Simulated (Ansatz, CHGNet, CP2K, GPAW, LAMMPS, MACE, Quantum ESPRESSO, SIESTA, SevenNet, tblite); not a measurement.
# Running liquid (K,Li)2CO3 at 900 K (96 atoms) with tblite

Aim: run liquid (K,Li)2CO3 at 900 K (96 atoms) in tblite and see how near its forces come to a plane-wave reference, and at what cost.

Calculated with tblite 0.8.0; the method is named at each step.

### Step 1. The structure

The cell holds 96 atoms: 16 C, 48 O, 12 K and 20 Li. Its edges and angles: a = 11.031 Å, b = 11.031 Å, c = 11.031 Å, α = 90.0°, β = 90.0°, γ = 90.0°. 12 K+, 20 Li+, 16 CO3 2- placed at random, at 1.94 g/cm³; overlaps pushed apart, then 10 ps at 1300 K with harmonic planar carbonate ions with charges +1 on C and -1 on O; Joung-Cheatham ions (J. Phys. Chem. B 112, 9020 (2008)); charges of ions scaled by 0.8. Snapshot after 20 ps at 900 K and fixed volume.

The yardstick, on the same geometry:

| Item | Value |
| --- | --- |
| method | Kohn-Sham DFT, PBE, PAW, plane waves (Ansatz 0.2.0); cutoff 420 eV, Γ point, fermi-dirac smearing of 0.05 eV; PAW set soft_2 |
| r.m.s. force component | 2.068 eV/Å |
| longest force | 11.07 eV/Å |
| pressure | 5.427 GPa |
| gap (highest filled to lowest empty level) | 1.996 eV |
| SCF cycles | 10 |
| time | 19 s on 4 threads of Arm Neoverse V1, shared host |
| CPU time | 73 s |

### Step 2. GFN1-xTB

Method: GFN1-xTB tight binding, diagonalisation.

Contents of run.py:

```python
import numpy as np
from ase.io import read
from tblite.ase import TBLite

atoms = read("structure.xyz")
atoms.calc = TBLite(method="GFN1-xTB", electronic_temperature=580, accuracy=1.0, max_iterations=250, mixer_damping=0.4, verbosity=1)
energy = atoms.get_potential_energy()
forces = atoms.get_forces()
print(f"energy {energy:.6f} eV")
print("forces (eV/A)")
for i, (a, f) in enumerate(zip(atoms, forces)):
    print(f"{i:4d} {a.symbol:2s} {f[0]:10.5f} {f[1]:10.5f} {f[2]:10.5f}")
stress = -atoms.get_stress(voigt=False) * 160.21766
print("stress (GPa, compression positive)")
for row in stress:
    print(" ".join(f"{x:10.4f}" for x in row))
print("charges (e)")
print(np.array2string(atoms.get_charges(), precision=4, suppress_small=True, max_line_width=110, threshold=100000))
```

Contents of structure.xyz:

```xyz
96
Lattice="11.03082 0.00000 0.00000 0.00000 11.03082 0.00000 0.00000 0.00000 11.03082" Properties=species:S:1:pos:R:3 pbc="T T T"
C 6.31184 9.07881 1.82737
O 5.38249 9.83056 1.57796
O 7.40256 9.32148 1.17864
O 6.31503 8.75869 3.06381
C 8.21090 2.73741 7.48176
O 8.78561 1.84303 8.14803
O 8.94335 3.70481 6.91456
O 6.94534 2.88489 7.34642
C 1.42099 0.83956 6.57680
O 1.41581 1.43037 7.64425
O 1.88561 10.65522 6.63382
O 1.11058 1.37201 5.55534
C 4.04599 7.99536 4.77480
O 4.02614 6.75318 4.29165
O 3.34024 9.04075 4.46737
O 4.62941 7.97098 5.94197
C 7.11433 5.13738 4.22591
O 7.46511 5.83839 5.19651
O 5.91307 4.77182 4.14979
O 7.76217 5.13794 3.09084
C 8.45579 6.96806 8.30996
O 9.69311 6.80480 7.74750
O 7.70481 7.99326 8.00032
O 7.94925 6.01952 8.99574
C 4.38652 5.93646 1.25784
O 3.65804 6.92250 1.05046
O 3.86156 4.87121 1.83266
O 5.58501 5.90248 0.86371
C 10.07026 9.53052 3.96404
O 9.34244 10.51568 3.42143
O 0.20021 9.60200 4.00794
O 9.42948 8.52583 4.25150
C 0.73090 9.33384 10.08868
O 1.32932 8.70199 9.15183
O 0.52860 10.53885 10.04533
O 0.40704 8.65291 0.01886
C 3.01638 1.67084 2.79929
O 2.95108 0.54382 3.26998
O 3.01715 1.85152 1.55325
O 3.39176 2.63273 3.37411
C 10.91632 3.98235 10.66118
O 0.09983 3.70933 9.35138
O 10.32915 5.09966 10.86492
O 0.65589 3.49853 0.53334
C 4.88434 10.51954 9.13462
O 4.10523 9.83729 8.47641
O 6.09133 10.17361 9.10076
O 4.38652 0.43417 9.95134
C 3.10573 4.53245 7.99282
O 3.46875 4.09376 6.86492
O 2.23506 5.49699 7.82008
O 3.89013 4.79907 8.96364
C 8.52682 2.21609 0.70454
O 8.91290 2.01335 1.88947
O 8.01191 3.42893 0.42116
O 7.92178 1.22133 0.04743
[... 36 atom lines left out ...]
Li 9.37675 4.58088 8.92713
Li 3.51199 4.63934 3.70757
Li 7.54618 10.43813 7.99779
Li 2.25669 10.53046 8.60823
```

Command:

```
$ OMP_NUM_THREADS=1 python run.py > output.txt
```

Log:

```text
------------------------------------------------------------
  cycle        total energy    energy error   density error
------------------------------------------------------------
      1     -263.6087518907  -2.6468905E+02   9.4942287E-01
      2     -196.0764437005   6.7532308E+01   6.7860564E-01
      3     -149.5918741602   4.6484570E+01   7.7197184E-01
      4     -256.2146368462  -1.0662276E+02   3.0073149E-01
      5     -271.9141433950  -1.5699507E+01   1.4647201E-01
      6     -274.8833581476  -2.9692148E+00   1.9806680E-02
      7     -274.8909585586  -7.6004111E-03   9.9399260E-03
      8     -274.8822041994   8.7543592E-03   6.8578728E-03
      9     -274.8883261401  -6.1219407E-03   4.0831337E-03
     10     -274.8934423842  -5.1162440E-03   4.3072417E-04
     11     -274.8934581359  -1.5751775E-05   1.7116139E-04
     12     -274.8934615143  -3.3783350E-06   6.1723317E-05
     13     -274.8934619850  -4.7075451E-07   1.3329943E-05
------------------------------------------------------------
 total:                                   3.920 sec
energy -7480.232110 eV
forces (eV/A)
   0 C     3.01298    3.31529    2.23169
   1 O    -5.14733    2.36677   -3.20287
   2 O     0.82909   -1.71952   -0.77251
   3 O     1.13797   -3.75683    1.63860
   4 C    -0.11752    3.17987   -1.29043
   5 O     0.53599   -1.42322    0.27532
   6 O     0.03845   -0.77741    0.70320
   7 O     0.05776   -1.08017    0.27927
   8 C     2.18032   -3.31534    2.46278
   9 O    -0.74109    2.37320    4.68655
  10 O     0.44344   -1.36098   -1.05990
  11 O    -1.62997    2.32002   -6.26612
  12 C    -1.13412   -2.55040    2.03302
  13 O    -0.78539    2.70111   -1.33215
  14 O     1.17197   -1.77073   -0.77284
  15 O     0.64244    1.42824    0.60499
  16 C    -1.65598    1.68755   -1.47310
  17 O     2.20429    0.52296    1.49927
  18 O    -1.37287   -1.80179    0.09313
  19 O     1.91086   -0.07631   -0.43518
  20 C     1.29316   -0.26582   -2.13251
  21 O    -3.35374    0.54779    1.61447
  22 O     0.92507   -0.32722    0.10126
  23 O     0.47632    0.00881    0.13223
[...]
88 Li   -0.01606    0.47630   -0.04349
  89 Li   -0.18661   -0.39672   -0.22316
  90 Li   -0.45225    0.36760    0.40634
  91 Li   -0.26041   -0.45703    0.02912
  92 Li    0.19125    0.27190   -0.12026
  93 Li    0.59874    0.38013    0.16437
  94 Li    0.01321    0.00808   -0.09652
  95 Li   -0.26441   -0.44147   -0.44252
stress (GPa, compression positive)
   -1.2227    -0.3008     0.7777
   -0.3008    -2.1073     0.1609
    0.7777     0.1609    -0.7497
charges (e)
[ 0.7611 -0.6301 -0.6652 -0.6684  0.7545 -0.6284 -0.681  -0.6433  0.7826 -0.6381 -0.6983 -0.6309  0.7446
 -0.6473 -0.6323 -0.6566  0.7642 -0.6284 -0.6311 -0.6878  0.7437 -0.648  -0.6395 -0.6206  0.7737 -0.6243
 -0.6649 -0.6428  0.7833 -0.7112 -0.6061 -0.6549  0.7784 -0.6674 -0.6617 -0.6416  0.7802 -0.6534 -0.6725
 -0.6404  0.7404 -0.6446 -0.6281 -0.6388  0.7608 -0.6237 -0.6386 -0.6721  0.7595 -0.6453 -0.6584 -0.6318
  0.7358 -0.6111 -0.6604 -0.645   0.7552 -0.6328 -0.6659 -0.6508  0.7674 -0.6645 -0.6367 -0.6398  0.4432
  0.4046  0.3579  0.3927  0.4137  0.4102  0.3542  0.3969  0.3878  0.4539  0.4305  0.4058  0.7242  0.6967
  0.6767  0.7071  0.7147  0.6901  0.6985  0.7063  0.6798  0.6777  0.6997  0.7284  0.6864  0.7083  0.6745
  0.7609  0.748   0.6774  0.6618  0.7515]
```

Elapsed: 4.8 s, on 1 thread of Arm Neoverse V1, shared host; peak memory 0.11 GiB.

Banners, paths, timers and routine set-up lines are dropped from the logs unmarked, and long logs keep their key lines alone; longer cuts are marked.

Against the reference:

| Property | Result |
| --- | --- |
| r.m.s. force component | 1.879 eV/Å |
| r.m.s. difference of force components | 418.4 meV/Å |
| longest difference of force vectors | 1356 meV/Å |
| force difference over r.m.s. force | 20.23 % |
| slope of forces against the reference's | 0.8924 |
| correlation of force components | 0.9821 |
| pressure | -1.36 GPa |
| pressure difference | -6.787 GPa |

Length of the force difference by element (eV/Å):

```
element  atoms  mean  most
      C     16  0.71   1.4
      K     12  0.66   1.1
     Li     20  0.36  0.92
      O     48  0.78   1.3
```

A closer look about O40, which bears the longest force: 9 atoms, nearest first, numbered in the order of the input, with positions taken from that point.

```
atom      x      y      z  distance (Å)  bonds  Mulliken charge (e)     Fx     Fy  Fz (eV/Å)
 O40   0.00   0.00   0.00          0.00      5                -0.64   1.14   7.20       7.30
 C37  -0.38  -0.96  -0.57          1.18      3                 0.78   1.33  -2.03      -4.87
Li87  -1.62   0.10   1.01          1.91      4                 0.70  -0.15   0.12       0.59
 O39  -0.37  -0.78  -1.82          2.02      5                -0.67  -1.99  -0.87      -4.40
Li94   0.12   2.01   0.33          2.04      5                 0.68   0.60   0.38       0.16
Li80  -1.03   1.08  -1.51          2.13      4                 0.71   0.16  -0.22      -0.70
 O38  -0.44  -2.09  -0.10          2.14      4                -0.65  -1.26  -4.35       2.31
 O27   0.47   2.24  -1.54          2.76      3                -0.66  -0.05   0.40      -0.07
 K72   1.93  -0.12   2.03          2.80      6                 0.40  -0.37  -0.92      -0.66
```

Atoms are counted from 1 here, from 0 in the log.

Forces lie 20 % from the reference's, at 0.061 times its CPU time (on 1 against 4 cores).

### Step 3. Outcome

- force difference from the reference: tblite GFN1-xTB, 20 %
- its CPU time: 4.5 s

**Reading.** Tight binding differs by 20 % (tblite GFN1-xTB); it is another model, with fitted parameters of its own, and the xTB methods hold dispersion. One electronic-structure run takes under half the reference's CPU time: tblite GFN1-xTB, at 20 % in 4.5 s against 73 s; its pressure misses by -6.8 GPa. Periodic xTB results under one method name differ between programs and library versions. The network of bonds at the start is that of the classical potential that made the cell, and needn't be the one that DFT or experiment would give. The electronic-structure runs sample only Γ, in a cell whose shortest periodic width is 11 Å.

[Also dropped from logs without a mark: logging warnings of Python, and SIESTA's first energy breakdown and zero terms.]

[Logs are printed without paths, hosts, clocks, repeated set-up lines and the standing remarks that a program may print on its own settings, such as how far it seeks lower states.]

[Hosts, paths, dates, database ids (printed as entryN), source tags and the programs' standing remarks are cut or masked in the printed files.]
